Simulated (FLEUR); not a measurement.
# CeAg: parallel and opposed starts, part 3 of 3

A self-consistent run ends on one state, which hangs on the start. Several orders of CeAg are started in FLEUR and their energies compared.

FLEUR MaX-R8.1; LDA (VWN) with U = 5.5 eV, J = 0.7 eV on Ce f; all-electron FLAPW, Dirac cores, scalar-relativistic bands.

So far, largest spin moment in the muffin-tin sphere (μB): step 2 (order 1, typed as ferro +) 0.995; step 3 (run 2 (antiferro q=(0,0,1/2) +-)) 1.02; step 4 (order 3, typed as antiferro q=(1/2,1/2,1/2) +-) 1.01.

## (5) An attempt with other settings

An input with a fault is tried, to see how the program answers.

File inp.xml:

```
<?xml version="1.0" encoding="UTF-8" standalone="no"?>
<fleurInput fleurInputVersion="0.39">
   <comment>
      CeAg
   </comment>
   <calculationSetup>
      <cutoffs Kmax="3.6" Gmax="10.8" GmaxXC="10.8" numbands="0"/>
      <scfLoop itmax="75" minDistance="0.0001" maxIterBroyd="15" imix="Anderson" alpha="0.05" precondParam="0.0" spinf="2.0" sdNocoIR="T"/>
      <coreElectrons ctail="T" frcor="F" kcrel="0" coretail_lmax="0"/>
      <xcFunctional name="vwn" relativisticCorrections="F"/>
      <magnetism jspins="2"/>
      <soc l_soc="F" theta="0.0" phi="0.0" spav="F"/>
      <expertModes spex="0" secvar="F"/>
      <geometryOptimization l_f="F" forcealpha="1.0" forcemix="BFGS" epsdisp="0.00001" epsforce="0.00001"/>
      <ldaU l_linMix="F" mixParam="0.05" spinf="1.0"/>
   </calculationSetup>
   <cell>
      <bzIntegration valenceElectrons="29.0" mode="hist" fermiSmearingEnergy="0.00110248">
         <kPointListSelection listName="default-1"/>
         <xi:include xmlns:xi="http://www.w3.org/2001/XInclude" href="kpts.xml"> </xi:include>
      </bzIntegration>
      <xi:include xmlns:xi="http://www.w3.org/2001/XInclude" href="sym.xml"> </xi:include>
      <bulkLattice scale="1.0">
         <bravaisMatrix>
            <row-1>    7.1431647509879994     0.0000000000000000     0.0000000000000000</row-1>
            <row-2>    0.0000000000000000     7.1431647509879994     0.0000000000000000</row-2>
            <row-3>    0.0000000000000000     0.0000000000000000     7.1431647509879994</row-3>
         </bravaisMatrix>
      </bulkLattice>
   </cell>
   <atomSpecies>
      <species name="Cerium (Ce1.001" element="Ce" atomicNumber="58">
         <mtSphere radius="1.00" gridPoints="925" logIncrement="0.014"/>
         <atomicCutoffs lmax="10" lnonsphr="8"/>
         <electronConfig flipSpins="F">
            <coreConfig>(1s1/2) (2s1/2) (2p1/2) (2p3/2) (3s1/2) (3p1/2) (3p3/2) (4s1/2) (3d3/2) (3d5/2) (4p1/2) (4p3/2) (4d3/2) (4d5/2)</coreConfig>
            <valenceConfig>(5s1/2) (5p1/2) (5p3/2) (6s1/2) (5d3/2) (5d5/2) (4f5/2) (4f7/2)</valenceConfig>
            <stateOccupation state="(5d3/2)" spinUp="0.2" spinDown="0.2"/>
            <stateOccupation state="(5d5/2)" spinUp="0.3005" spinDown="0.2995"/>
            <stateOccupation state="(4f5/2)" spinUp="0.4285714285714" spinDown="0.0"/>
            <stateOccupation state="(4f7/2)" spinUp="0.5714285714286" spinDown="0.0"/>
         </electronConfig>
         <energyParameters s="6" p="6" d="5" f="4"/>
         <ldaU l="3" U="5.5" J="0.7" l_amf="F"/>
         <lo type="SCLO" l="0" n="5" eDeriv="0"/>
         <lo type="SCLO" l="1" n="5" eDeriv="0"/>
      </species>
      <species name="Silver (Ag)" element="Ag" atomicNumber="47">
         <mtSphere radius="1.00" gridPoints="925" logIncrement="0.014"/>
         <atomicCutoffs lmax="10" lnonsphr="8"/>
         <electronConfig flipSpins="F">
            <coreConfig>(1s1/2) (2s1/2) (2p1/2) (2p3/2) (3s1/2) (3p1/2) (3p3/2) (4s1/2) (3d3/2) (3d5/2)</coreConfig>
            <valenceConfig>(4p1/2) (4p3/2) (5s1/2) (4d3/2) (4d5/2)</valenceConfig>
            <stateOccupation state="(5s1/2)" spinUp="0.500000" spinDown="0.500000"/>
         </electronConfig>
         <energyParameters s="5" p="5" d="4" f="4"/>
         <lo type="SCLO" l="1" n="4" eDeriv="0"/>
      </species>
   </atomSpecies>
   <atomGroups>
      <atomGroup species="Cerium (Ce1.001">
         <relPos label="                   1">1.000/2.000 1.000/2.000 1.000/2.000</relPos>
         <force calculate="T" relaxXYZ="TTT"/>
      </atomGroup>
      <atomGroup species="Silver (Ag)">
         <relPos label="                   2">.0000000000 .0000000000 .0000000000</relPos>
         <force calculate="T" relaxXYZ="TTT"/>
      </atomGroup>
   </atomGroups>
   <output dos="F" band="F" slice="F">
      <bandDOS minEnergy="-.5*Htr" maxEnergy="0.5*Htr" sigma="0.015" storeEVData="T"/>
      <plotting iplot="0" polar="F">
         <plot TwoD="T" vec1="  1.0  0.0  0.0" vec2="  0.0  1.0  0.0" vec3="  0.0  0.0  1.0" zero="  0.0  0.0  0.0" file="plot"/>
      </plotting>
      <moessbauerParams electricFieldGradient="F" isomerShift="F" coreHyperfine="F" valenceHyperfine="F"/>
   </output>
</fleurInput>
```

File crystal.txt:

```
CeAg
&input film=F cartesian=F /
3.78000000000  0.00000000000  0.00000000000
0.00000000000  3.78000000000  0.00000000000
0.00000000000  0.00000000000  3.78000000000
1.8897261246
1.0 1.0 1.0

2
58 0.50000000000  0.50000000000  0.50000000000 : 1.001
47 0.00000000000  0.00000000000  0.00000000000

&kpt div1=6 div2=6 div3=6 gamma=T /
```

The run is started by

```sh
> OMP_NUM_THREADS=1 inpgen -f crystal.txt > inpgen.log  # inp.xml is then edited as shown
> OMP_NUM_THREADS=1 mpirun -n 4 fleur_MPI > fleur.log
```

The program printed:

```text
[banner, memory and clock lines left out]
Welcome to FLEUR        (www.flapw.de)
      MaX-Release 8.1          (www.max-centre.eu)

 ========== k-point set info ==========
 Selected k-point list: default-1
 k-point list type: mesh
 6 x 6 x 6
 Number of k points: 20

 ------------Calculation Setup---------------------------
 Number of PE/node        :            4
 Number of OMP-threads    :            1
 k-points in parallel     :            4
 pe's per k-point         :            1
 No of k-point loops      :            5
 Eigenvalue solver        :       lapack
 Number of basis functions:          316
 Approximate size of matrices (H+S) per k-point:         0.001 GB
************FLEUR-Warning*****************
Error message: Too low eigenvalue detected
Error occurred in subroutine: fermi
Hint: If the lowest eigenvalue is more than 1Htr below the lowest energy parameter, you probably have picked up a ghoststate
Error from PE:0/4
*****************************************
Warnings not ignored. To make the warning nonfatal create a file 'JUDFT_WARN_ONLY' in the working directory or start FLEUR with the -warn_only command line option.
Memory (rank 0): 0.046 GB (peak 0.052 GB)
```

Wall time 3.5 s (4 MPI ranks of Arm Neoverse V2, shared host); peak memory 0.16 GiB.

The run ended with an error.

The program's message: “Too low eigenvalue detected”

The fault in the input: spheres far too small.

Small spheres leave the sharp parts of the states to plane waves, which this Kmax can't hold, and cores leak out.

## (6) The states side by side

Free energies are divided by the number of seeded atoms, so that cells of unlike size compare. Wavevectors q in the names are fractions of the primitive cell's reciprocal vectors.

Orders:

| start | final state | typed order kept | energy over the lowest (meV a seeded atom) | largest sphere moment (μB) | net moment (μB a primitive cell) | mesh matched | CPU time (s) |
| --- | --- | --- | --- | --- | --- | --- | --- |
| ferro + | ferromagnetic | yes | 1.586 | 0.995 | 1.013 | yes | 34.94 |
| antiferro q=(0,0,1/2) +- | antiferromagnetic | yes | 0.1737 | 1.022 | 0 | yes | 138.1 |
| antiferro q=(1/2,1/2,1/2) +- | antiferromagnetic | yes | 0 | 1.007 | 0 | yes | 135.3 |

## (7) Spin–orbit coupling, moments along [001]

Spin–orbit coupling ties the spins to the lattice and lets orbital moments form.

A new self-consistent run of the start antiferro q=(1/2,1/2,1/2) +-, with the moments along z. Here n_mmp_mat seeds f states of whole m by Hund's three rules.

File inp.xml:

```
<?xml version="1.0" encoding="UTF-8" standalone="no"?>
<fleurInput fleurInputVersion="0.39">
   <comment>
      CeAg
   </comment>
   <calculationSetup>
      <cutoffs Kmax="3.6" Gmax="10.8" GmaxXC="10.8" numbands="138"/>
      <scfLoop itmax="130" minDistance="0.0001" maxIterBroyd="15" imix="Anderson" alpha="0.05" precondParam="0.0" spinf="2.0" sdNocoIR="T"/>
      <coreElectrons ctail="T" frcor="F" kcrel="0" coretail_lmax="0"/>
      <xcFunctional name="vwn" relativisticCorrections="F"/>
      <magnetism jspins="2"/>
      <soc l_soc="T" theta="0.0" phi="0.0" spav="F"/>
      <expertModes spex="0" secvar="F"/>
      <geometryOptimization l_f="F" forcealpha="1.0" forcemix="BFGS" epsdisp="0.00001" epsforce="0.00001"/>
      <ldaU l_linMix="F" mixParam="0.05" spinf="1.0"/>
   </calculationSetup>
   <cell>
      <bzIntegration valenceElectrons="58.0" mode="hist" fermiSmearingEnergy="0.00110248">
         <kPointListSelection listName="default-1"/>
         <xi:include xmlns:xi="http://www.w3.org/2001/XInclude" href="kpts.xml"> </xi:include>
      </bzIntegration>
      <xi:include xmlns:xi="http://www.w3.org/2001/XInclude" href="sym.xml"> </xi:include>
      <bulkLattice scale="1.0">
         <bravaisMatrix>
            <row-1>   14.2863295019759988     0.0000000000000000     0.0000000000000000</row-1>
            <row-2>    7.1431647509879994     7.1431647509879994     0.0000000000000000</row-2>
            <row-3>    7.1431647509879994     0.0000000000000000     7.1431647509879994</row-3>
         </bravaisMatrix>
      </bulkLattice>
   </cell>
   <atomSpecies>
      <species name="Cerium (Ce1.001" element="Ce" atomicNumber="58">
         <mtSphere radius="2.8" gridPoints="925" logIncrement="0.014"/>
         <atomicCutoffs lmax="10" lnonsphr="8"/>
         <electronConfig flipSpins="F">
            <coreConfig>(1s1/2) (2s1/2) (2p1/2) (2p3/2) (3s1/2) (3p1/2) (3p3/2) (4s1/2) (3d3/2) (3d5/2) (4p1/2) (4p3/2) (4d3/2) (4d5/2)</coreConfig>
            <valenceConfig>(5s1/2) (5p1/2) (5p3/2) (6s1/2) (5d3/2) (5d5/2) (4f5/2) (4f7/2)</valenceConfig>
            <stateOccupation state="(5d3/2)" spinUp="0.2" spinDown="0.2"/>
            <stateOccupation state="(5d5/2)" spinUp="0.3005" spinDown="0.2995"/>
            <stateOccupation state="(4f5/2)" spinUp="0.4285714285714" spinDown="0.0"/>
            <stateOccupation state="(4f7/2)" spinUp="0.5714285714286" spinDown="0.0"/>
         </electronConfig>
         <energyParameters s="6" p="6" d="5" f="4"/>
         <ldaU l="3" U="5.5" J="0.7" l_amf="F"/>
         <lo type="SCLO" l="0" n="5" eDeriv="0"/>
         <lo type="SCLO" l="1" n="5" eDeriv="0"/>
      </species>
      <species name="Cerium (Ce-1.001" element="Ce" atomicNumber="58">
         <mtSphere radius="2.8" gridPoints="925" logIncrement="0.014"/>
         <atomicCutoffs lmax="10" lnonsphr="8"/>
         <electronConfig flipSpins="F">
            <coreConfig>(1s1/2) (2s1/2) (2p1/2) (2p3/2) (3s1/2) (3p1/2) (3p3/2) (4s1/2) (3d3/2) (3d5/2) (4p1/2) (4p3/2) (4d3/2) (4d5/2)</coreConfig>
            <valenceConfig>(5s1/2) (5p1/2) (5p3/2) (6s1/2) (5d3/2) (5d5/2) (4f5/2) (4f7/2)</valenceConfig>
            <stateOccupation state="(5d3/2)" spinUp="0.2" spinDown="0.2"/>
            <stateOccupation state="(5d5/2)" spinUp="0.2995" spinDown="0.3005"/>
            <stateOccupation state="(4f5/2)" spinUp="0.0" spinDown="0.4285714285714"/>
            <stateOccupation state="(4f7/2)" spinUp="0.0" spinDown="0.5714285714286"/>
         </electronConfig>
         <energyParameters s="6" p="6" d="5" f="4"/>
         <ldaU l="3" U="5.5" J="0.7" l_amf="F"/>
         <lo type="SCLO" l="0" n="5" eDeriv="0"/>
         <lo type="SCLO" l="1" n="5" eDeriv="0"/>
      </species>
      <species name="Silver (Ag)" element="Ag" atomicNumber="47">
         <mtSphere radius="2.8" gridPoints="925" logIncrement="0.014"/>
         <atomicCutoffs lmax="10" lnonsphr="8"/>
         <electronConfig flipSpins="F">
            <coreConfig>(1s1/2) (2s1/2) (2p1/2) (2p3/2) (3s1/2) (3p1/2) (3p3/2) (4s1/2) (3d3/2) (3d5/2)</coreConfig>
            <valenceConfig>(4p1/2) (4p3/2) (5s1/2) (4d3/2) (4d5/2)</valenceConfig>
            <stateOccupation state="(5s1/2)" spinUp="0.500000" spinDown="0.500000"/>
         </electronConfig>
         <energyParameters s="5" p="5" d="4" f="4"/>
         <lo type="SCLO" l="1" n="4" eDeriv="0"/>
      </species>
   </atomSpecies>
   <atomGroups>
      <atomGroup species="Cerium (Ce1.001">
         <relPos label="                   1">1.000/2.000 1.000/2.000 1.000/2.000</relPos>
         <force calculate="T" relaxXYZ="TTT"/>
      </atomGroup>
      <atomGroup species="Cerium (Ce-1.001">
         <relPos label="                   2">.0000000000 1.000/2.000 1.000/2.000</relPos>
         <force calculate="T" relaxXYZ="TTT"/>
      </atomGroup>
      <atomGroup species="Silver (Ag)">
         <relPos label="                   3">-1.000/4.000 .0000000000 .0000000000</relPos>
         <relPos label="                   4">1.000/4.000 .0000000000 .0000000000</relPos>
         <force calculate="T" relaxXYZ="TTT"/>
      </atomGroup>
   </atomGroups>
   <output dos="F" band="F" slice="F">
      <bandDOS minEnergy="-.5*Htr" maxEnergy="0.5*Htr" sigma="0.015" storeEVData="T"/>
      <plotting iplot="0" polar="F">
         <plot TwoD="T" vec1="  1.0  0.0  0.0" vec2="  0.0  1.0  0.0" vec3="  0.0  0.0  1.0" zero="  0.0  0.0  0.0" file="plot"/>
      </plotting>
      <moessbauerParams electricFieldGradient="F" isomerShift="F" coreHyperfine="F" valenceHyperfine="F"/>
   </output>
</fleurInput>
```

File crystal.txt:

```
CeAg
&input film=F cartesian=F /
7.56000000000  0.00000000000  0.00000000000
3.78000000000  3.78000000000  0.00000000000
3.78000000000  0.00000000000  3.78000000000
1.8897261246
1.0 1.0 1.0

4
58 0.75000000000  0.50000000000  0.50000000000 : 1.001
58 0.25000000000  0.50000000000  0.50000000000 : -1.001
47 0.00000000000  0.00000000000  0.00000000000
47 0.50000000000  0.00000000000  0.00000000000

&soc 0.0000000 0.0000000 /
&kpt div1=3 div2=6 div3=6 gamma=T /
```

The program printed:

```text
[banner, memory and clock lines left out]
Welcome to FLEUR        (www.flapw.de)
      MaX-Release 8.1          (www.max-centre.eu)

 ========== k-point set info ==========
 Selected k-point list: default-1
 k-point list type: mesh
 3 x 6 x 6
 Number of k points: 40

 [... set-up left out ...]
 Iteration:     1   Distance:      16.29623623 me/bohr^3
 Iteration:     2   Distance:      14.37402392 me/bohr^3
 Iteration:     3   Distance:       8.86329480 me/bohr^3
 Iteration:     4   Distance:       7.90912261 me/bohr^3
 Iteration:     5   Distance:       1.48575149 me/bohr^3
 Iteration:     6   Distance:       1.36610163 me/bohr^3
 Iteration:     7   Distance:       0.53643506 me/bohr^3
 Iteration:     8   Distance:       0.56111271 me/bohr^3
 Iteration:     9   Distance:       0.27646821 me/bohr^3
 Iteration:    10   Distance:       0.28137435 me/bohr^3
 Iteration:    11   Distance:       0.27053193 me/bohr^3
 Iteration:    12   Distance:       0.15310417 me/bohr^3
 Iteration:    13   Distance:       0.11571639 me/bohr^3
 Iteration:    14   Distance:       0.02600928 me/bohr^3
[... lines left out ...]
 Iteration:    20   Distance:       0.01234328 me/bohr^3
 Iteration:    21   Distance:       0.00764462 me/bohr^3
 Iteration:    22   Distance:       0.00118845 me/bohr^3
 Iteration:    23   Distance:       0.00116533 me/bohr^3
 Iteration:    24   Distance:       0.00031295 me/bohr^3
 Iteration:    25   Distance:       0.00017090 me/bohr^3
 Iteration:    26   Distance:       0.00005282 me/bohr^3

 ********************************************************************
 Run finished successfully
 Stop message:
   all done
 ********************************************************************

--- out.xml (last complete iteration) ---
<iteration numberForCurrentRun="   26" overallNumber="   26">
         [... left out ...]
         <bandgap value="0.0000000011" units="eV"/>
         <sumValenceSingleParticleEnergies value="-23.4880956523" units="Htr"/>
         <FermiEnergy value="0.3121282667" units="Htr"/>
         [... left out ...]
         <magneticMomentsInMTSpheres units="muBohr">
            <globalMagMoment atomType="1" vec="0.00000   0.00000   1.00263"/>
            <globalMagMoment atomType="2" vec="0.00000   0.00000  -1.00263"/>
            <globalMagMoment atomType="3" vec="0.00000   0.00000   0.00000"/>
         </magneticMomentsInMTSpheres>
         <orbitalMomentsInMTSpheres units="muBohr">
            <globalMagMoment atomType="1" vec="0.00000   0.00000  -2.90417"/>
            <globalMagMoment atomType="2" vec="0.00000   0.00000   2.90417"/>
            <globalMagMoment atomType="3" vec="0.00000   0.00000   0.00000"/>
         </orbitalMomentsInMTSpheres>
         [... left out ...]
         <totalEnergy value="   -28342.5742925842" units="Htr">
            <sumOfEigenvalues value="   -17292.2097638508">
               <coreElectrons value="-17268.7216681985"/>
               <valenceElectrons value="-23.4880956523"/>
            </sumOfEigenvalues>
         [... left out ...]
            <freeEnergy value="-28342.5745400149"/>
            <extrapolationTo0K value="-28342.5744162996"/>
         </totalEnergy>
         [... left out ...]
         <ldaUDensityMatrixConvergence>
            <distance spin="1" distance="0.000004"/>
            <distance spin="2" distance="0.000004"/>
         </ldaUDensityMatrixConvergence>
         <densityConvergence units="me/bohr^3">
            <chargeDensity spin="1" distance="0.0000311774"/>
            <chargeDensity spin="2" distance="0.0000309889"/>
            <overallChargeDensity distance="0.0000528234"/>
            <spinDensity distance="0.0000327776"/>
         </densityConvergence>
      </iteration>
```

Run time: 5.4 min. Hardware: 4 MPI ranks; peak memory 0.69 GiB.

Spin moment in the muffin-tin sphere by atom:

| atom | spin moment in the muffin-tin sphere (μB) |
| --- | --- |
| Ce1 | 1.00 |
| Ce2 | -1.00 |
| Ag3 | 0.00 |
| Ag4 | 0.00 |

This step gave:

```yaml
free_energy: -771240.7430 eV
program_s_band_gap_on_this_mesh_in_a_metal_only_a_level_spacing: 1.10e-9 eV
magnetization: 0 μB
final_state: antiferromagnetic
orbital_moment_along_the_spin: -2.904 μB
```

Orbital moment in the sphere, along the spin axis by atom:

| atom | orbital moment in the sphere, along the spin axis (μB) |
| --- | --- |
| Ce1 | -2.90 |
| Ce2 | 2.90 |
| Ag3 | 0.00 |
| Ag4 | 0.00 |

## (8) What came out

```yaml
lowest_state_found: antiferromagnetic (typed antiferro q=(1/2,1/2,1/2) +-)
largest_site_spin_moment: 1.01 μB
next_finished_state: antiferromagnetic, 0.174 meV a seeded atom higher
orbital_moment_on_the_atom_of_largest_spin_along_its_spin_spin_orbit_run: -2.90 μB
spin_plus_orbital_moment: Ce 1.90 μB
```

In words: The lowest state found is antiferromagnetic, reached from the start antiferro q=(1/2,1/2,1/2) +-, with moments up to 1.01 μB. The two lowest states lie so close that the mesh, the functional or spin–orbit coupling could swap them. The orbital moment is antiparallel to the spin, as Hund's third rule has it for a shell under half filled. The f shell was seeded by Hund's rules, so the run need not end in the lowest state; crystal-field states that mix several m can carry less. Only 3 starts were tried; other patterns of signs, canted and longer-period orders were not. Open f shells have many stationary orbital fillings, so the state need not be the lowest, and spin-only moments miss the orbital part.

[Logs and program files are shortened in this print: banners, set-up blocks, solver, clock and traceback lines can be left out without a mark of their own.]

[Logs are printed without paths, hosts, clocks, repeated set-up lines and the standing remarks that a program may print on its own settings, such as how far it seeks lower states.]

[Hosts, paths, dates, database ids (printed as entryN), source tags and the programs' standing remarks are cut or masked in the printed files.]

[Where a cell is said to come from a database of computed structures, the database is the Materials Project.]
